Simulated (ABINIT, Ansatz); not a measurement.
# MgInBr3 (Pm-3m): third-order response

Aim: Raman and infrared lines of MgInBr3 (Pm-3m).

Program: ABINIT 10.8.3. Level of theory: DFT LDA, scalar-relativistic, plane waves, HGH norm-conserving pseudopotentials. Results are calculated unless marked as measured.

Report form: the programs' logs are mostly left out.

The structure was built from a prototype and need not be the compound's stable phase.

In doubt: the program warns that the response may not be converged on this k-mesh (step 8), which bears on the force constants and all frequencies.

### 1. The structure

It takes space group Pm-3m (No. 221, cubic). Conventional cell: a = 5.142 Å, b = 5.142 Å, c = 5.142 Å, α = 90.00°, β = 90.00°, γ = 90.00°. Nearest to In lie 12 Br at 3.64 Å. Mg has 6 Br at 2.57 Å nearest. Br has 2 Mg at 2.57 Å nearest. Farther neighbours and most contacts between anions are not listed.

### 2. Relaxing the cell and atoms

The harmonic expansion needs vanishing forces, and a free crystal bears no stress, so cell and atoms are brought to rest. Stress is more sensitive to the basis than forces are: the last 3 Ha under the cutoff are smoothed with ecutsm, and the cutoff is raised above that of the later runs.

The starting cell comes from a relaxation made beforehand in Ansatz (LDA, PseudoDojo NC).

The input, relax.abi:

```
# relaxation
ionmov 2
optcell 2
dilatmx 1.08
ntime 40
tolmxf 1.0d-05
tolvrs 1.0d-14
prtwf 0
prtden 0
chksymtnons 0

# basis, mesh and filling
ecut 38.0
ecutsm 3.0
ixc 7
ngkpt 4 4 4
nshiftk 1
shiftk 0.0 0.0 0.0
istwfk *1
occopt 1
nband 13
nstep 100
diemac 9.0
prtebands 0
prtgsr 0

# cell and atoms
acell 9.716202318 9.716202318 9.716202318
rprim 
    1.0 0.0 0.0
    0.0 1.0 0.0
    0.0 0.0 1.0
ntypat 3
znucl 49 12 35
natom 5
typat 1 2 3 3 3
xred 
    0.0 0.0 0.0
    0.5 0.5 0.5
    0.5 0.5 0.0
    0.5 0.0 0.5
    0.0 0.5 0.5
pp_dirpath "./pseudo"
pseudos "In.hgh, Mg.hgh, Br.hgh"
```

Launch:

```
$ OMP_NUM_THREADS=1 mpirun -n 4 abinit relax.abi > relax.log
```

Elapsed: 41 s, on 4 MPI ranks of Intel Xeon Platinum 8488C (Sapphire Rapids), shared host.

Step by step:

| step | energy less that of the first step (eV) | largest force (eV/Å) | volume (Å³) |
| --- | --- | --- | --- |
| 1 | 0.0000 | 0.0000 | 135.92 |
| 2 | 0.0000 | 0.0000 | 135.87 |
| 3 | -0.0002 | 0.0000 | 135.41 |

| conventional cell, symmetrised | before | after | change |
| --- | --- | --- | --- |
| a (Å) | 5.142 | 5.135 | -0.1 % |
| b (Å) | 5.142 | 5.135 | -0.1 % |
| c (Å) | 5.142 | 5.135 | -0.1 % |
| volume (Å³/atom) | 27.18 | 27.08 | -0.4 % |

Final coordinates:

```cif
data_structure
_symmetry_space_group_name_H-M 'P 1'
_symmetry_Int_Tables_number 1
_cell_length_a 5.1351
_cell_length_b 5.1351
_cell_length_c 5.1351
_cell_angle_alpha 90.000
_cell_angle_beta 90.000
_cell_angle_gamma 90.000
_cell_volume 135.41
loop_
_atom_site_label
_atom_site_type_symbol
_atom_site_fract_x
_atom_site_fract_y
_atom_site_fract_z
_atom_site_occupancy
In1 In 0.00000 0.00000 0.00000 1
Mg2 Mg 0.50000 0.50000 0.50000 1
Br3 Br 0.50000 0.50000 0.00000 1
Br4 Br 0.50000 0.00000 0.50000 1
Br5 Br 0.00000 0.50000 0.50000 1
```

Read from the output:

```
volume per atom : 27.08 Å³
pressure        : 6.03e-4 GPa
```

The volume changes by -0.4 % from the cell with which this run began.

### 3. Self-consistent run for the response

The response is built on these wavefunctions, so the potential is converged far more tightly than an energy would need. The mesh is shifted off Γ, since shifted meshes converge sums over the zone faster.

The input, gs.abi:

```
# ground state
tolvrs 1.0d-16
prtden 1
prtwf 1

# basis, mesh and filling
ecut 30.0
ixc 7
ngkpt 4 4 4
nshiftk 1
shiftk 0.5 0.5 0.5
istwfk *1
occopt 1
nband 13
nstep 100
diemac 9.0
prtebands 0
prtgsr 0

# cell and atoms
acell 9.70401247 9.70401247 9.70401247
rprim 
    1.0 0.0 0.0
    0.0 1.0 0.0
    0.0 0.0 1.0
ntypat 3
znucl 49 12 35
natom 5
typat 1 2 3 3 3
xred 
    0.0 0.0 0.0
    0.5 0.5 0.5
    0.5 0.5 0.0
    0.5 0.0 0.5
    0.0 0.5 0.5
pp_dirpath "./pseudo"
pseudos "In.hgh, Mg.hgh, Br.hgh"
```

Launch:

```
$ OMP_NUM_THREADS=1 mpirun -n 4 abinit gs.abi > gs.log
```

Elapsed: 4.4 s, on 4 MPI ranks.

Read from the output:

```
pressure : -0.2529 GPa
```

The cell stands at -0.25 GPa: the relaxation ran with a smoothed and higher cutoff and on another k mesh.

### 4. Empty bands

Empty bands on the ground state's density check that the gap assumed so far is there in this cell.

The input, gap.abi:

```
# empty bands on the ground state's density
iscf -2
getden_filepath "gso_DEN"
tolwfr 1.0d-12
nbdbuf 2
prtwf 0

# basis, mesh and filling
ecut 30.0
ixc 7
ngkpt 4 4 4
nshiftk 1
shiftk 0.0 0.0 0.0
istwfk *1
occopt 1
nband 17
nstep 100
diemac 9.0
prtebands 0
prtgsr 0

# cell and atoms
acell 9.70401247 9.70401247 9.70401247
rprim 
    1.0 0.0 0.0
    0.0 1.0 0.0
    0.0 0.0 1.0
ntypat 3
znucl 49 12 35
natom 5
typat 1 2 3 3 3
xred 
    0.0 0.0 0.0
    0.5 0.5 0.5
    0.5 0.5 0.0
    0.5 0.0 0.5
    0.0 0.5 0.5
pp_dirpath "./pseudo"
pseudos "In.hgh, Mg.hgh, Br.hgh"
```

Launch:

```
$ OMP_NUM_THREADS=1 mpirun -n 4 abinit gap.abi > gap.log
```

The job ended after 5.5 s (4 MPI ranks; 21 s of CPU time).

Read from the output:

| Quantity | Value |
| --- | --- |
| gap on the k-mesh | 2.902 eV |

In this cell the gap on the mesh is 2.9 eV, indirect (smallest direct 3.0 eV), so fixed occupations hold.

### 5. Zone-centre response

The derivative of the wavefunctions by k comes first, since the response to a field is built on it; then the field and the displacements that symmetry doesn't supply are solved at q = 0. By the 2n+1 theorem the first-order wavefunctions also give third derivatives: Raman tensors and the non-linear susceptibility.

It reads the wavefunctions written in step 3.

The input, dfpt_gamma.abi:

```
ndtset 3

# common to the responses
getwfk_filepath "gso_WFK"
kptopt 2
nqpt 1
qpt 0.0 0.0 0.0
asr 0
chneut 0

# d/dk
rfelfd1 2
rfdir1 1 1 1
iscf1 -3
tolwfr1 1.0d-20

# displacements, field
rfphon2 1
rfatpol2 1 5
rfdir2 1 1 1
rfelfd2 3
getddk2 1
tolvrs2 1.0d-10
prepanl2 1
prtden2 1

# third order
optdriver3 5
getden_filepath3 "gso_DEN"
get1den3 2
get1wf3 2
getddk3 1
d3e_pert1_elfd3 1
d3e_pert1_phon3 1
d3e_pert1_atpol3 1 5
d3e_pert1_dir3 1 1 1
d3e_pert2_elfd3 1
d3e_pert2_dir3 1 1 1
d3e_pert3_elfd3 1
d3e_pert3_dir3 1 1 1
usepead3 1
tolvrs3 1.0d-10

# basis, mesh and filling
ecut 30.0
ixc 7
ngkpt 4 4 4
nshiftk 1
shiftk 0.5 0.5 0.5
istwfk *1
occopt 1
nband 13
nstep 100
diemac 9.0
prtebands 0
prtgsr 0

# cell and atoms
acell 9.70401247 9.70401247 9.70401247
rprim 
    1.0 0.0 0.0
    0.0 1.0 0.0
    0.0 0.0 1.0
ntypat 3
znucl 49 12 35
natom 5
typat 1 2 3 3 3
xred 
    0.0 0.0 0.0
    0.5 0.5 0.5
    0.5 0.5 0.0
    0.5 0.0 0.5
    0.0 0.5 0.5
pp_dirpath "./pseudo"
pseudos "In.hgh, Mg.hgh, Br.hgh"
```

Launch:

```
$ OMP_NUM_THREADS=1 mpirun -n 4 abinit dfpt_gamma.abi > dfpt_gamma.log
```

Run time: 3.3 min. Hardware: 4 MPI ranks.

Numbers from this step:

- miss of the charge sum rule: 0.004991 e
- largest acoustic frequency at the zone centre before the sum rule: 0.7 cm⁻¹
- highest optical zone-centre mode (no LO-TO term): 241.9 cm⁻¹
- lowest optical zone-centre mode: -39.74 cm⁻¹
- mean high-frequency dielectric constant: 4.962
- largest Born charge in size (third of the trace): 2.374 e

Born charge (rows field, columns displacement), before the sum rule (e), principal values of the symmetric part by kind of site:

| atom | atoms with these values | low | middle | high | mean |
| --- | --- | --- | --- | --- | --- |
| In1 | 1 | 2.23 | 2.23 | 2.23 | 2.23 |
| Mg2 | 1 | 2.37 | 2.37 | 2.37 | 2.37 |
| Br3 | 3 | -2.00 | -1.30 | -1.30 | -1.54 |

In full for Mg2:

```
2.37 0.00 0.00
0.00 2.37 0.00
0.00 0.00 2.37
```

High-frequency dielectric tensor:

```
4.96 0.00 0.00
0.00 4.96 0.00
0.00 0.00 4.96
```

The acoustic modes at Γ come out as far as 0.7 cm⁻¹ from zero, where they should vanish, a small numerical error; the Born charges miss their sum rule by 0.0050 e, which is good. The lowest optical mode is imaginary, 40i cm⁻¹, an instability at this level and on this k mesh.

### 6. Modes with the sum rule

anaddb reads the merged derivatives, imposes the acoustic sum rule and charge neutrality, and adds the LO-TO term along chosen directions.

The input, anaddb.abi:

```
ddb_filepath "gamma_DDB"
output_file "anaddb.abo"
outdata_prefix "anaddb"
asr 1
chneut 1
enunit 2
eivec 1
nph1l 1
qph1l 0.0 0.0 0.0 1.0
dieflag 2
nph2l 3
qph2l 
    1.0 0.0 0.0 0.0
    0.0 0.0 1.0 0.0
    1.0 1.0 1.0 0.0
nlflag 1
ramansr 1
alphon 1
prtmbm 1
```

The input, mrgddb.in:

```
gamma_DDB
merged
3
dfpt_gammao_DS2_DDB
dfpt_gammao_DS3_DDB
gso_DDB
```

Launch:

```
$ mrgddb < mrgddb.in > mrgddb.log
$ OMP_NUM_THREADS=1 anaddb anaddb.abi > anaddb.log
```

The job ended after 1.8 s (1 thread).

Numbers from this step:

```yaml
highest_mode_moved_by_the_lo_to_term: 280.1 cm⁻¹
```

No LO-TO term; unit eigenvectors of the mass-weighted matrix, from anaddb's displacements. Modes at Γ, with each element's share of the kinetic energy (negative means imaginary):

| mode | frequency (cm⁻¹) | symmetry | In % | Mg % | Br % |
| --- | --- | --- | --- | --- | --- |
| 1 | -39.7 | T1u | 67 | 0 | 33 |
| 2 | -39.7 | T1u | 67 | 0 | 33 |
| 3 | -39.7 | T1u | 67 | 0 | 33 |
| 4 | 0.0 | acoustic | 30 | 6 | 63 |
| 5 | 0.0 | acoustic | 30 | 6 | 63 |
| 6 | 0.0 | acoustic | 30 | 6 | 63 |
| 7 | 45.1 | T2u | 0 | 0 | 100 |
| 8 | 45.1 | T2u | 0 | 0 | 100 |
| 9 | 45.1 | T2u | 0 | 0 | 100 |
| 10 | 77.0 | T1u | 3 | 31 | 66 |
| 11 | 77.0 | T1u | 3 | 31 | 66 |
| 12 | 77.0 | T1u | 3 | 31 | 66 |
| 13 | 241.9 | T1u | 0 | 62 | 38 |
| 14 | 241.9 | T1u | 0 | 62 | 38 |
| 15 | 241.9 | T1u | 0 | 62 | 38 |

Displacements in mode 1 (-39.7 cm⁻¹), the largest set to 1:
```
In1  0.00  0.00  1.00
Mg2  0.00  0.00 -0.15
Br3  0.00  0.00 -0.27
Br4  0.00  0.00 -0.56
Br5  0.00  0.00 -0.56
```

Displacements in mode 13 (241.9 cm⁻¹), the largest set to 1:
```
In1  0.00  0.00  0.00
Mg2  0.00  0.00 -1.00
Br3  0.00  0.00  0.42
Br4  0.00  0.00 -0.06
Br5  0.00  0.00 -0.06
```

With imaginary modes the relaxed-ion tensors have no meaning and are not tabulated.

The rule moves no optical mode by more than 0.1 cm⁻¹.

### 7. Sum rules set otherwise (asr 0)

Without the rule the raw error of the acoustic modes shows.

anaddb.abi, as its differences from that of step 6:

```diff
@@ -3,4 +3,4 @@
 outdata_prefix "anaddb"
-asr 1
-chneut 1
+asr 0
+chneut 0
 enunit 2
```

mrgddb.in is that of step 6.

Wall time 1.7 s (1 thread).

Zone-centre frequencies as printed; negative means imaginary. Modes:

| mode | frequency (cm⁻¹) |
| --- | --- |
| 1 | -39.74 |
| 2 | -39.74 |
| 3 | -39.74 |
| 4 | 0.7 |
| 5 | 0.7 |
| 6 | 0.7 |
| 7 | 45.08 |
| 8 | 45.08 |
| 9 | 45.08 |
| 10 | 77.04 |
| 11 | 77.04 |
| 12 | 77.04 |
| 13 | 241.9 |
| 14 | 241.9 |
| 15 | 241.9 |

With imaginary modes the relaxed-ion tensors have no meaning and are not tabulated.

### 8. Cross-check with Ansatz

The same cell goes through another code, with its own cutoff. The potentials differ. Its k mesh is centred on Γ.

This step: DFT LDA, scalar-relativistic, plane waves, PseudoDojo norm-conserving pseudopotentials (Ansatz 0.2.0).

The input, input.yaml:

```yaml
crystal:
  lattice:
    - [5.1351422532, 0.0, 0.0]
    - [0.0, 5.1351422532, 0.0]
    - [0.0, 0.0, 5.1351422532]
  atoms:
    - { symbol: In, position: [0.0, 0.0, 0.0] }
    - { symbol: Mg, position: [0.5, 0.5, 0.5] }
    - { symbol: Br, position: [0.5, 0.5, 0.0] }
    - { symbol: Br, position: [0.5, 0.0, 0.5] }
    - { symbol: Br, position: [0.0, 0.5, 0.5] }
kpoints:
  mp_grid: { grid: [4, 4, 4] }
hamiltonian:
  xc: lda
  pseudopotentials: { kind: nc, accuracy: standard }
scf:
  occupations: { method: fixed }
output:
  eigenvalues: true
phonons:
  method: dfpt
  dielectric: true
  rigid_motions: translations
  raman: true
```

Launch:

```
$ ansatz run input.yaml --threads 4 --pin off --max-ram 8192MiB --backend cpu --events-out ev --progress --plain --runs-dir out
```

The job ended after 5 min (4 threads; peak memory 2.4 GiB).

This step gave:

```yaml
gap_on_the_k_mesh: 2.913 eV
sum_rule_residual_before_enforcement: 8.30e-4 eV/Å²
miss_of_the_charge_sum_rule: 0.001568 e
estimated_error_of_the_dielectric_tensor: 0.01369
estimated_error_of_the_born_charges: 0.01485 e
highest_optical_zone_centre_mode_no_lo_to_term: 258.9 cm⁻¹
lowest_optical_zone_centre_mode: -40.16 cm⁻¹
mean_high_frequency_dielectric_constant: 4.924
largest_born_charge_in_size_third_of_the_trace: 2.371 e
highest_mode_moved_by_the_lo_to_term: 295.1 cm⁻¹
```

Transverse modes; imaginary modes left out. Lines of the infrared spectrum (strongest = 100):

| position (cm⁻¹) | label | IR intensity ((D/Å)²/amu), degenerate modes summed, relative |
| --- | --- | --- |
| 44 | T2u | 0.0 |
| 77 | T1u | 15 |
| 259 | T1u | 100 |

The log warns that the force constants on this k mesh are to be taken as unconverged.

### 9. Side by side: ABINIT HGH and Ansatz, PseudoDojo

Numbers from this step:

```
root-mean-square difference : 8.53 cm⁻¹
largest difference          : 17 cm⁻¹
```

Optical modes, paired by symmetry label. Frequencies side by side, by row:

| q (reciprocal lattice) | mode | ABINIT HGH (cm⁻¹) | Ansatz, PseudoDojo (cm⁻¹) |
| --- | --- | --- | --- |
| 0 0 0 | 1 | -39.7 | -40.2 |
| 0 0 0 | 2 | -39.7 | -40.2 |
| 0 0 0 | 3 | -39.7 | -40.2 |
| 0 0 0 | 7 | 45.1 | 43.7 |
| 0 0 0 | 8 | 45.1 | 43.7 |
| 0 0 0 | 9 | 45.1 | 43.7 |
| 0 0 0 | 10 | 77 | 77 |
| 0 0 0 | 11 | 77 | 77 |
| 0 0 0 | 12 | 77 | 77 |
| 0 0 0 | 13 | 241.9 | 258.9 |
| 0 0 0 | 14 | 241.9 | 258.9 |
| 0 0 0 | 15 | 241.9 | 258.9 |

The two runs side by side. Further quantities:

| quantity | ABINIT HGH | Ansatz, PseudoDojo |
| --- | --- | --- |
| mean ε∞ | 4.962 | 4.924 |
| largest Born charge in size (e; the first before, the second after the charge sum rule) | 2.374 | 2.371 |
| summed Raman activity (Å⁴/amu) | 0 | 0 |

At the zone centre the largest difference (acoustic modes at Γ apart) is 7 % of the highest mode.

### 10. Outcome

| Item | Value |
| --- | --- |
| space group after relaxation | Pm-3m |
| volume per atom | 27.1 Å³ |
| highest optical zone-centre mode (no LO-TO term) | 241.9 cm⁻¹ |
| lowest optical zone-centre mode | -39.7 cm⁻¹ |
| highest mode moved by the LO-TO term | 280.1 cm⁻¹ |
| mean high-frequency dielectric constant | 4.96 |
| largest Born charge in size (third of the trace) | 2.37 e |
| imaginary optical modes at the zone centre (no q mesh in this session) | yes |
| largest difference from Ansatz, PseudoDojo | 17 cm⁻¹ |

No mode is Raman active in this structure. At the LDA level the optical modes of MgInBr3 (Pm-3m) at the zone centre (no LO-TO term) run from 40i to 242 cm⁻¹, so the structure is a saddle point, with 3 modes beyond 10i cm⁻¹ there. Along the directions run, the highest mode that the macroscopic field moves lies at 280 cm⁻¹. ABINIT HGH and Ansatz, PseudoDojo differ by 8.5 cm⁻¹ in the root mean square and by 17.0 cm⁻¹ at most, 7.0 % of the highest mode compared (acoustic modes at Γ left out); the two use different potentials, and the cell was not relaxed for the second set. These are harmonic frequencies at zero temperature: anharmonic shifts and linewidths and thermal expansion are left out. The HGH files keep few electrons and have no core correction, which is cheap but rough for In and Mg. Ansatz's log warns that force constants on this k mesh are to be taken as unconverged. The structure is a hypothetical one, built on a prototype.

[Host names and launcher messages were left out of these logs when they were recorded.]

[Logs are printed without paths, hosts, clocks, repeated set-up lines and the standing remarks that a program may print on its own settings, such as how far it seeks lower states.]

[Hosts, paths, dates, database ids (printed as entryN), source tags and the programs' standing remarks are cut or masked in the printed files.]
